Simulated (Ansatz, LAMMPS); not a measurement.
## Atom list for Glassy 50P2O5-25K2O-25CaO (mol %) (76 atoms)

The starting structure: 76 atoms (16 P, 8 K, 4 Ca, 48 O) placed at random at 2.56 g/cm³, melted at 4000 K for 10 ps at fixed volume with the Morse and Coulomb pair potential with partial charges (Pedone, Malavasi, Menziani, Cormack and Segre, J. Phys. Chem. B 110, 11780 (2006)). Quenched from 4000 K to 300 K at 8 K/ps and fixed volume, held 10 ps at zero pressure.

This is the frame at 70 fs of a trajectory (instantaneous temperature 575 K). Method: Kohn-Sham DFT, LDA, PAW (set soft_2), plane waves (Ansatz 0.2.0); cutoff 420 eV, Γ point, fixed occupations; density 2.56 g/cm³.

Cell vectors (Å):

```
10.407 0.000 0.000
0.000 10.407 0.000
0.000 0.000 10.407
```

Positions (Å):

```
1 P 4.569 9.836 4.793
2 P 9.872 1.251 10.112
3 P 6.420 3.280 2.763
4 P 0.827 1.215 7.227
5 P 2.898 0.776 1.170
6 P 2.145 4.432 4.231
7 P 7.023 5.844 3.978
8 P 5.853 4.546 10.385
9 P 8.039 10.019 4.864
10 P 5.944 0.732 0.884
11 P 3.768 8.641 7.599
12 P 0.147 5.671 8.332
13 P 9.208 6.804 1.968
14 P 8.408 3.511 8.942
15 P 8.140 9.277 0.184
16 P 4.314 2.487 5.004
17 K 1.654 7.705 0.175
18 K 6.919 0.471 7.326
19 K 9.983 1.749 3.198
20 K 7.031 6.975 7.042
21 K 1.416 4.137 0.844
22 K 4.610 6.998 2.484
23 K 1.722 7.289 5.312
24 K 1.297 9.709 3.005
25 Ca 4.044 1.633 8.790
26 Ca 3.550 5.513 7.374
27 Ca 9.222 3.790 5.576
28 Ca 9.888 8.584 7.586
29 O 5.862 3.526 1.251
30 O 0.153 2.381 6.624
31 O 5.436 2.740 3.855
32 O 8.684 2.053 9.508
33 O 10.225 6.954 9.118
34 O 7.995 6.663 3.040
35 O 4.048 9.780 8.489
36 O 7.822 3.210 3.211
37 O 5.899 5.926 0.426
38 O 0.702 3.927 4.360
39 O 7.882 3.273 7.634
40 O 2.935 1.832 0.162
41 O 1.607 5.390 8.532
42 O 3.631 9.258 3.759
43 O 4.368 9.076 6.073
44 O 9.706 4.380 8.963
45 O 4.127 0.918 5.047
46 O 0.546 10.281 6.588
47 O 6.001 6.818 4.459
48 O 2.276 9.858 0.766
49 O 6.463 1.526 2.137
50 O 8.633 9.797 3.485
51 O 2.297 8.317 7.480
52 O 2.578 1.205 2.547
53 O 8.299 8.007 1.035
54 O 2.825 5.164 5.396
55 O 4.571 7.407 7.863
56 O 8.062 9.031 9.110
57 O 10.107 5.919 6.947
58 O 2.418 5.039 2.864
59 O 8.234 1.050 5.372
60 O 0.013 7.541 2.478
61 O 6.722 9.658 0.854
62 O 6.191 4.964 3.046
63 O 3.037 2.939 4.367
64 O 4.651 3.159 6.269
65 O 9.384 5.595 1.168
66 O 5.906 1.290 9.908
67 O 4.826 4.111 9.360
68 O 7.803 5.316 5.153
69 O 4.626 0.105 1.244
70 O 6.101 9.924 4.635
71 O 2.312 1.578 7.363
72 O 8.203 9.048 6.006
73 O 9.270 10.382 0.506
74 O 7.337 4.266 9.760
75 O 0.195 1.942 0.715
76 O 0.209 0.882 8.829
```

Q: Give the force on every atom.

Columns: atom, fx, fy, fz (forces in eV/Å).

```
1 1.081 -0.451 -2.690
2 0.438 -1.051 -1.256
3 0.504 -0.266 -1.151
4 2.946 0.014 -0.995
5 1.267 -3.351 1.405
6 0.423 -1.796 -0.731
7 -0.133 2.394 2.172
8 -0.293 -0.872 0.271
9 0.316 2.417 -2.181
10 0.212 -0.416 1.752
11 -0.925 0.851 -0.564
12 0.349 2.029 2.101
13 -0.862 1.681 0.458
14 -0.511 1.408 0.566
15 -2.107 -2.110 0.984
16 0.928 0.033 -1.300
17 0.166 -0.433 -0.134
18 -0.451 0.413 0.922
19 -0.318 0.066 0.160
20 -0.267 -0.096 -0.197
21 -0.043 -0.134 -0.296
22 -0.277 0.252 -0.357
23 -0.586 0.755 -0.738
24 -0.848 -0.799 0.802
25 -0.494 0.350 -1.167
26 0.283 -1.137 0.973
27 -0.020 -0.717 0.390
28 0.245 0.319 -0.195
29 -0.468 0.367 -0.699
30 -1.475 0.579 0.452
31 -1.373 -0.093 1.147
32 -1.018 0.695 0.975
33 -0.542 -0.711 -0.188
34 1.791 0.346 -1.083
35 0.899 1.303 0.345
36 1.268 0.055 0.030
37 -0.367 1.117 0.182
38 1.285 0.870 0.108
39 -0.581 -0.252 -3.369
40 0.165 1.934 -1.556
41 0.566 -1.091 0.170
42 1.392 0.049 0.872
43 -0.749 -1.125 2.963
44 0.254 -0.423 0.620
45 0.053 1.658 0.672
46 -0.474 -0.134 0.378
47 -0.045 0.596 0.610
48 -0.127 0.996 -0.061
49 0.294 -1.165 -1.788
50 -0.709 -0.301 1.769
51 -0.213 -0.696 -0.309
52 -0.058 0.731 0.104
53 1.751 -0.384 -0.053
54 -1.021 0.076 -0.555
55 0.801 -1.354 -0.142
56 0.618 0.750 0.285
57 -0.910 -0.396 -2.390
58 0.327 -0.123 1.555
59 -0.513 -1.161 -0.676
60 -0.919 -0.522 -0.179
61 1.813 2.024 -0.924
62 -0.638 -2.700 -0.738
63 -2.104 1.529 -0.867
64 0.472 -0.523 0.702
65 0.104 -0.503 -0.252
66 1.346 0.480 -0.072
67 0.345 -0.155 0.345
68 -0.111 -0.356 -0.671
69 -3.002 0.526 0.440
70 0.377 0.049 -0.243
71 -1.220 -0.806 0.938
72 0.165 -1.020 0.422
73 -0.534 -0.033 -0.931
74 0.925 -0.492 0.743
75 1.067 1.452 1.769
76 0.071 -1.016 0.149
```

The quench rate of 8 K/ps is many orders above laboratory rates, so the cell is likely richer in defects and strain than a real sample. The network of bonds at the start is that of the classical potential that made the cell. Only the Γ point is sampled, in a cell whose shortest periodic width is 10 Å.

The r.m.s. force component is 1.05 eV/Å; the longest force, 3.85 eV/Å, acts on P5. The energy lies 55.1 meV/atom below that of the first step of this run.

[Long decimals in the printed logs are rounded to 6 places.]

[Logs are printed without paths, hosts, clocks, repeated set-up lines and the standing remarks that a program may print on its own settings, such as how far it seeks lower states.]

[Hosts, paths, dates, database ids (printed as entryN), source tags and the programs' standing remarks are cut or masked in the printed files.]
